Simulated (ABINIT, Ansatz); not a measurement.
# How the form of the self-energy moves the gap of YSF (P4/nmm)

Wanted: the gap of YSF (P4/nmm) under several approximations, with cost.

Method: LDA and many-body steps on it, plane waves, in ABINIT 10.8.3.

### 1. Set-up

Symmetry: P4/nmm, No. 129, tetragonal system. The conventional cell has a = 3.773 Å, b = 3.773 Å, c = 6.827 Å, α = 90.00°, β = 90.00°, γ = 90.00°. Nearest to Y lie 4 F at 2.44 Å and 5 S at 2.81 to 2.86 Å. Nearest to S lie 5 Y at 2.81 to 2.86 Å. Nearest to F lie 4 Y at 2.44 Å. Farther neighbours and most contacts between anions are not listed.

The cell and positions are those that the Materials Project relaxed with its own functionals (PBE, PBE+U or r2SCAN), kept fixed.

### 2. Empty states on the mesh, 4×4×2 mesh, 344 bands

This step: ABINIT 10.8.3; DFT, LDA, plane waves, norm-conserving pseudopotentials.

The sums over transitions need many empty states on a uniform mesh; this step solves for them.

run.abi reads:

```
acell 3*1.0 Angstrom
rprim 
  3.772985040000 0.000000000000 0.000000000000
  0.000000000000 3.772985040000 0.000000000000
  0.000000000000 0.000000000000 6.826667120000
ntypat 3
znucl 39 16 9
natom 6
typat 1 1 2 2 3 3
xred 
  0.000000000000 0.500000000000 0.227228020000
  0.500000000000 0.000000000000 0.772771980000
  0.000000000000 0.500000000000 0.645567190000
  0.500000000000 0.000000000000 0.354432810000
  0.000000000000 0.000000000000 0.000000000000
  0.500000000000 0.500000000000 0.000000000000
pp_dirpath "pseudos"
pseudos "Y.upf, S.upf, F.upf"
ecut 36
ngkpt 4 4 2
nshiftk 1
shiftk 0 0 0
kptopt 1
chksymbreak 0
iscf -2
irdden 1
istwfk *1
nband 344
nbdbuf 30
tolwfr 1e-09
nstep 60
prtvol 0
indata_prefix "in"
outdata_prefix "out"
tmpdata_prefix "tmp"
```

Started as:

```sh
> OMP_NUM_THREADS=1 mpirun -n 8 abinit run.abi > log
```

Numbers of over 12 decimals in the logs are rounded to 6 here.

The log of the run:

```text
.Version 10.8.3 of ABINIT. v10.8.2 released Aug 2026.

 Symmetries : space group P4/n m m (#129); Bravais tP (primitive tetrag.)
[... echo of the input left out ...]
== DATASET  1 ==================================================================
-   mpi_nproc: 8, omp_nthreads: 1 (-1 if OMP is not activated)
-    --> not optimal distribution: autoparal keyword recommended in input file <--

--- !DatasetInfo
iteration_state: {dtset: 1, }
dimensions: {natom: 6, nkpt: 12, mband: 344, nsppol: 1, nspinor: 1, nspden: 1, mpw: 6802, }
cutoff_energies: {ecut:  36.0, pawecutdg:  -1.0, }
[...]
4.37968    4.37968    4.39949    4.40586    4.41150    4.42015    4.43574    4.43579
   4.43595    4.43610    4.46279    4.46555    4.47232    4.47479    4.49241    4.50165
 prteigrs : prtvol=0 or 1, do not print more k-points.

== END DATASET(S) ==============================================================
================================================================================

 -outvars: echo values of variables after computation  --------
            nband         344
             nkpt          12
          spgroup         129
 [... the other variables as echoed above ...]

 Calculation completed.
```

Run time: 4.9 min. Hardware: 8 MPI ranks of Arm Neoverse V1, shared host; peak memory 1 GiB.

Numbers from this step:

```
gap                                                           : 1.172 eV
k of the valence top                                          : 0, 0, 0
k of the conduction bottom                                    : 0, 0, 0
least direct gap                                              : 1.172 eV
k points computed                                             : 12
lowest point of the top converged band, above the valence top : 106.4259 eV
```

On this mesh the gap is 1.172 eV.

The density comes from a self-consistent run that is not shown.

### 3. Screening, 4×4×2 mesh, 142 bands, screening to 141.5 eV

The RPA dielectric matrix is built and inverted for each q.

This step: RPA screening on LDA, plane waves, norm-conserving pseudopotentials.

run.abi: that of step 2 with these lines changed.

```diff
@@ -24,10 +24,11 @@
 chksymbreak 0
-iscf -2
-irdden 1
 istwfk *1
-nband 344
-nbdbuf 30
-tolwfr 1e-09
-nstep 60
-prtvol 0
+occopt 1
+irdwfk 1
+optdriver 3
+nband 142
+ecuteps 5.2
+inclvkb 2
+awtr 1
+symchi 1
 indata_prefix "in"
```

The log of the run:

```text
.Version 10.8.3 of ABINIT. v10.8.2 released Aug 2026.

 Symmetries : space group P4/n m m (#129); Bravais tP (primitive tetrag.)
[... echo of the input left out ...]
== DATASET  1 ==================================================================
-   mpi_nproc: 8, omp_nthreads: 1 (-1 if OMP is not activated)

--- !DatasetInfo
iteration_state: {dtset: 1, }
dimensions: {natom: 6, nkpt: 12, mband: 142, nsppol: 1, nspinor: 1, nspden: 1, mpw: 6802, }
cutoff_energies: {ecut:  36.0, pawecutdg:  -1.0, }
electrons: {nelect:   4.80000000E+01, charge:   0.00000000E+00, occopt:   1.00000000E+00, tsmear:   1.00000000E-02, }

 SCREENING: Calculation of the susceptibility and dielectric matrices

 Based on a program developped by R.W. Godby, V. Olevano, G. Onida, and L. Reining.
 Incorporated in ABINIT by V. Olevano, G.-M. Rignanese, and M. Torrent.
.Using double precision arithmetic ; gwpc =  8

[... cell and pseudopotentials left out ...]
--------------------------------------------------------------------------------

 ==== K-mesh for the wavefunctions ====
 Number of points in the irreducible wedge :    12
[... list of points left out ...]
 Together with 16 symmetry operations and time-reversal symmetry
 yields    32 points in the full Brillouin Zone.

 ==== Q-mesh for the screening function ====
 Number of points in the irreducible wedge :    12
[... list of points left out ...]
 Together with 16 symmetry operations and time-reversal symmetry
 yields    32 points in the full Brillouin Zone.

 setmesh: FFT mesh size selected  =    30x   30x   50
          total number of points  =        45000

 vcoul_init : cutoff-mode = AUXILIARY_FUNCTION
 q-points for optical limit:   1
     1)      0.000010    0.000020    0.000030

- screening: taking advantage of time-reversal symmetry
- Maximum band index for partially occupied states nbvw = 24
- Remaining bands to be divided among processors   nbcw = 118
- Number of bands treated by each node ~14

 Number of electrons calculated from density =   48.0000; Expected =   48.0000
 average of density, n =  0.073192
 r_s =    1.4830
 omega_plasma =   26.0969 [eV]

 calculating chi0 at frequencies [eV] :
  1    0.000000E+00    0.000000E+00
  2    0.000000E+00    2.609687E+01

--------------------------------------------------------------------------------
  q-point number  1        q = ( 0.000000, 0.000000, 0.000000) [r.l.u.]
--------------------------------------------------------------------------------
[... chi0 elements left out ...]
 For q-point:  0.000010 0.000020 0.000030
  dielectric constant =   6.0515
  dielectric constant without local fields =   7.0022

  Average fulfillment of the sum rule on Im[epsilon] for q-point    1 :     66.24  [%]
[... wings left out ...]
  q-point number  2        q = ( 0.250000, 0.000000, 0.000000) [r.l.u.]
--------------------------------------------------------------------------------
[... chi0 elements left out ...]
  Average fulfillment of the sum rule on Im[epsilon] for q-point    2 :     73.24  [%]

 [... 10 further q-points ...]
```

The job ended after 1.9 min (8 MPI ranks; peak memory 3.8 GiB).

Numbers from this step:

* ε∞ with local fields, on this mesh, along the program's q direction: 6.051
* the same without local fields: 7.002
* plasma frequency: 26.10 eV
* plane waves in the screening matrix: 393

Local fields lower ε∞ by 14 %. On a Γ-centred mesh this coarse the value itself is usually too large, while a short band sum pulls it down.

### 4. G0W0, Godby-Needs plasmon pole

The self-energy is evaluated for the states that the input lists, and the levels follow from it, in one-shot runs by the linearised quasiparticle equation.

This step: G0W0 on LDA, plane waves, norm-conserving pseudopotentials.

run.abi: that of step 3 with these lines changed.

```diff
@@ -27,8 +27,15 @@
 irdwfk 1
-optdriver 3
+optdriver 4
 nband 142
+gwcalctyp 0
+ecutsigx 36
+symsigma 1
+nkptgw 1
+kptgw 
+  0.0000000000 0.0000000000 0.0000000000
+bdgw 
+  23 26
 ecuteps 5.2
-inclvkb 2
-awtr 1
-symchi 1
+irdscr 1
+ppmodel 1
 indata_prefix "in"
```

The log of the run:

```text
.Version 10.8.3 of ABINIT. v10.8.2 released Aug 2026.

 Symmetries : space group P4/n m m (#129); Bravais tP (primitive tetrag.)
[... echo of the input left out ...]
== DATASET  1 ==================================================================
-   mpi_nproc: 8, omp_nthreads: 1 (-1 if OMP is not activated)

--- !DatasetInfo
iteration_state: {dtset: 1, }
dimensions: {natom: 6, nkpt: 12, mband: 142, nsppol: 1, nspinor: 1, nspden: 1, mpw: 6802, }
cutoff_energies: {ecut:  36.0, pawecutdg:  -1.0, }
electrons: {nelect:   4.80000000E+01, charge:   0.00000000E+00, occopt:   1.00000000E+00, tsmear:   1.00000000E-02, }

 SIGMA: Calculation of the GW corrections

 Based on a program developped by R.W. Godby, V. Olevano, G. Onida, and L. Reining.
 Incorporated in ABINIT by V. Olevano, G.-M. Rignanese, and M. Torrent.
.Using double precision arithmetic ; gwpc =  8

[... cell and pseudopotentials left out ...]
--------------------------------------------------------------------------------

 ==== K-mesh for the wavefunctions ====
 Number of points in the irreducible wedge :    12
[... list of points left out ...]
 Together with 16 symmetry operations and time-reversal symmetry
 yields    32 points in the full Brillouin Zone.

 ==== Q-mesh for screening function ====
 Number of points in the irreducible wedge :    12
[... list of points left out ...]
 Together with 16 symmetry operations and time-reversal symmetry
 yields    32 points in the full Brillouin Zone.

 vcoul_init : cutoff-mode = AUXILIARY_FUNCTION
 q-points for optical limit:   1
     1)      0.000010    0.000020    0.000030
 setmesh: FFT mesh size selected  =    40x   40x   72
          total number of points  =       115200

 Number of electrons calculated from density =   48.0000; Expected =   48.0000
 average of density, n =  0.073192
 r_s =    1.4830
 omega_plasma =   26.0969 [eV]

 === KS Band Gaps ===
  >>>> For spin  1
   Minimum direct gap =   1.1724 [eV], located at k-point      :   0.0000  0.0000  0.0000
   Fundamental gap    =   1.1724 [eV], Top of valence bands at :   0.0000  0.0000  0.0000
                                       Bottom of conduction at :   0.0000  0.0000  0.0000
 SIGMA fundamental parameters:
 PLASMON POLE MODEL  1
 number of plane-waves for SigmaX                 6783
 number of plane-waves for SigmaC and W            393
 number of plane-waves for wavefunctions          6783
 number of bands                                   142
 number of independent spin polarizations            1
 number of spinorial components                      1
 number of k-points in IBZ                          12
 number of q-points in IBZ                          12
 number of symmetry operations                      16
 number of k-points in BZ                           32
 number of q-points in BZ                           32
 number of frequencies for dSigma/dE                 9
 frequency step for dSigma/dE [eV]                0.25
 number of omega for Sigma on real axis              0
 max omega for Sigma on real axis  [eV]           0.00
 zcut for avoiding poles [eV]                     0.10

 EPSILON^-1 parameters (SCR file):
 dimension of the eps^-1 matrix on file            393
 dimension of the eps^-1 matrix used               393
 number of plane-waves for wavefunctions          6783
 number of bands                                   142
 number of q-points in IBZ                          12
 number of frequencies                               2
 number of real frequencies                          1
 number of imag frequencies                          1

 matrix elements of self-energy operator (all in [eV])

 Perturbative Calculation

--- !SelfEnergy_ee
iteration_state: {dtset: 1, }
kpoint     : [   0.000,    0.000,    0.000, ]
spin       : 1
KS_gap     :    1.172
QP_gap     :    2.896
Delta_QP_KS:    1.723
data: !SigmaeeData |
     Band     E0 <VxcDFT>   SigX SigC(E0)      Z dSigC/dE  Sig(E)    E-E0       E
       23   6.840 -13.583 -16.361   1.906   0.800  -0.250 -14.281  -0.698   6.142
       24   6.840 -13.583 -16.361   1.906   0.800  -0.250 -14.281  -0.698   6.142
       25   8.012 -11.644  -6.693  -3.709   0.826  -0.211 -10.618   1.026   9.038
       26   9.761 -14.045  -8.822  -3.710   0.794  -0.259 -12.843   1.202  10.963

== END DATASET(S) ==============================================================
================================================================================

 -outvars: echo values of variables after computation  --------
           etotal      0.0000000000E+00
            nband         142
             nkpt          12
          spgroup         129
 [... the other variables as echoed above ...]

 Calculation completed.
```

The job ended after 11 s (8 MPI ranks; peak memory 2.8 GiB).

Numbers from this step:

```
G0W0 gap on the points computed              : 2.896 eV
starting gap on the mesh                     : 1.172 eV
k of the valence top                         : 0, 0, 0
k of the conduction bottom                   : 0, 0, 0
Z at the valence top                         : 0.8
Z at the conduction bottom                   : 0.826
least direct G0W0 gap on the computed points : 2.896 eV
```

The gap on the mesh goes from 1.17 eV to 2.90 eV, a correction of +1.72 eV.

### 5. G0W0, Engel-Farid plasmon pole

run.abi: that of step 4 with these lines changed.

```diff
@@ -39,3 +39,3 @@
 irdscr 1
-ppmodel 1
+ppmodel 4
 indata_prefix "in"
```

The log of the run:

```text
.Version 10.8.3 of ABINIT. v10.8.2 released Aug 2026.

 Symmetries : space group P4/n m m (#129); Bravais tP (primitive tetrag.)
[... echo of the input left out ...]
== DATASET  1 ==================================================================
-   mpi_nproc: 8, omp_nthreads: 1 (-1 if OMP is not activated)

--- !DatasetInfo
iteration_state: {dtset: 1, }
dimensions: {natom: 6, nkpt: 12, mband: 142, nsppol: 1, nspinor: 1, nspden: 1, mpw: 6802, }
cutoff_energies: {ecut:  36.0, pawecutdg:  -1.0, }
electrons: {nelect:   4.80000000E+01, charge:   0.00000000E+00, occopt:   1.00000000E+00, tsmear:   1.00000000E-02, }

 SIGMA: Calculation of the GW corrections

 Based on a program developped by R.W. Godby, V. Olevano, G. Onida, and L. Reining.
 Incorporated in ABINIT by V. Olevano, G.-M. Rignanese, and M. Torrent.
.Using double precision arithmetic ; gwpc =  8

[... cell and pseudopotentials left out ...]
--------------------------------------------------------------------------------

 ==== K-mesh for the wavefunctions ====
 Number of points in the irreducible wedge :    12
[... list of points left out ...]
 Together with 16 symmetry operations and time-reversal symmetry
 yields    32 points in the full Brillouin Zone.

 ==== Q-mesh for screening function ====
 Number of points in the irreducible wedge :    12
[... list of points left out ...]
 Together with 16 symmetry operations and time-reversal symmetry
 yields    32 points in the full Brillouin Zone.

 vcoul_init : cutoff-mode = AUXILIARY_FUNCTION
 q-points for optical limit:   1
     1)      0.000010    0.000020    0.000030
 setmesh: FFT mesh size selected  =    40x   40x   72
          total number of points  =       115200

 Number of electrons calculated from density =   48.0000; Expected =   48.0000
[...]
number of k-points in IBZ                          12
 number of q-points in IBZ                          12
 number of symmetry operations                      16
 number of k-points in BZ                           32
 number of q-points in BZ                           32
 number of frequencies for dSigma/dE                 9
 frequency step for dSigma/dE [eV]                0.25
 number of omega for Sigma on real axis              0
 max omega for Sigma on real axis  [eV]           0.00
 zcut for avoiding poles [eV]                     0.10

 EPSILON^-1 parameters (SCR file):
 dimension of the eps^-1 matrix on file            393
 dimension of the eps^-1 matrix used               393
 number of plane-waves for wavefunctions          6783
 number of bands                                   142
 number of q-points in IBZ                          12
 number of frequencies                               2
 number of real frequencies                          1
 number of imag frequencies                          1

 matrix elements of self-energy operator (all in [eV])

 Perturbative Calculation

--- !SelfEnergy_ee
iteration_state: {dtset: 1, }
kpoint     : [   0.000,    0.000,    0.000, ]
spin       : 1
KS_gap     :    1.172
QP_gap     :    2.909
Delta_QP_KS:    1.737
data: !SigmaeeData |
     Band     E0 <VxcDFT>   SigX SigC(E0)      Z dSigC/dE  Sig(E)    E-E0       E
       23   6.840 -13.583 -16.361   1.765   0.806  -0.240 -14.400  -0.817   6.023
       24   6.840 -13.583 -16.361   1.765   0.806  -0.240 -14.400  -0.817   6.023
       25   8.012 -11.644  -6.693  -3.851   0.837  -0.195 -10.724   0.920   8.933
       26   9.761 -14.045  -8.822  -3.812   0.825  -0.212 -12.880   1.165  10.926

== END DATASET(S) ==============================================================
================================================================================

 -outvars: echo values of variables after computation  --------
           etotal      0.0000000000E+00
            nband         142
             nkpt          12
          spgroup         129
 [... the other variables as echoed above ...]

 Calculation completed.
```

The job ended after 10 s (8 MPI ranks; peak memory 2 GiB; 80 s of CPU time).

This step gave:

```
G0W0 gap on the points computed              : 2.91 eV
starting gap on the mesh                     : 1.172 eV
k of the valence top                         : 0, 0, 0
k of the conduction bottom                   : 0, 0, 0
Z at the valence top                         : 0.806
Z at the conduction bottom                   : 0.837
least direct G0W0 gap on the computed points : 2.91 eV
```

Against G0W0 in ABINIT (4×4×2 mesh, 142 bands, screening to 141.5 eV, Godby-Needs plasmon pole), the gap moves by +0.014 eV.

### 6. G0W0, von der Linden-Horsch plasmon pole

run.abi: that of step 5 with these lines changed.

```diff
@@ -39,3 +39,3 @@
 irdscr 1
-ppmodel 4
+ppmodel 3
 indata_prefix "in"
```

The log of the run:

```text
.Version 10.8.3 of ABINIT. v10.8.2 released Aug 2026.

 Symmetries : space group P4/n m m (#129); Bravais tP (primitive tetrag.)
[... echo of the input left out ...]
== DATASET  1 ==================================================================
-   mpi_nproc: 8, omp_nthreads: 1 (-1 if OMP is not activated)

--- !DatasetInfo
iteration_state: {dtset: 1, }
dimensions: {natom: 6, nkpt: 12, mband: 142, nsppol: 1, nspinor: 1, nspden: 1, mpw: 6802, }
cutoff_energies: {ecut:  36.0, pawecutdg:  -1.0, }
[...]
24   6.840 -13.583 -16.361   1.614   0.840  -0.190 -14.561  -0.978   5.862
       25   8.012 -11.644  -6.693  -4.061   0.865  -0.156 -10.874   0.770   8.782
       26   9.761 -14.045  -8.822  -3.954   0.857  -0.167 -12.958   1.087  10.848

== END DATASET(S) ==============================================================
================================================================================

 -outvars: echo values of variables after computation  --------
           etotal      0.0000000000E+00
            nband         142
             nkpt          12
          spgroup         129
 [... the other variables as echoed above ...]

 Calculation completed.
```

It took 10 s on 8 MPI ranks; peak memory 2 GiB.

Numbers from this step:

* G0W0 gap on the points computed: 2.92 eV
* starting gap on the mesh: 1.172 eV
* k of the valence top: 0, 0, 0
* k of the conduction bottom: 0, 0, 0
* least direct G0W0 gap on the computed points: 2.92 eV

Against G0W0 in ABINIT (4×4×2 mesh, 142 bands, screening to 141.5 eV, Godby-Needs plasmon pole), the gap moves by +0.024 eV.

(Part 1 of 2 ends here.)

[Paths, hosts, dates, memory and timing lines, banners, echoed tables and standing remarks are left out of the program output.]

[Logs are printed without paths, hosts, clocks, repeated set-up lines and the standing remarks that a program may print on its own settings, such as how far it seeks lower states.]

[Runs of the session that timed out or met a known fault of the program may be left out.]

[No measured gap is set beside runs whose start may be inverted or whose files or cutoffs have a known fault.]

[Hosts, paths, dates, database ids (printed as entryN), source tags and the programs' standing remarks are cut or masked in the printed files.]

[G0W0 gaps are taken among the corrected bands and points alone; a level outside them can change the order at an edge.]

[Where Ansatz stands beside ABINIT at settings called matched, ABINIT's density can come from a denser mesh and the files from another edition; pairs whose starting gaps differed by over 0.03 eV were left out, so agreement reads better than it is.]
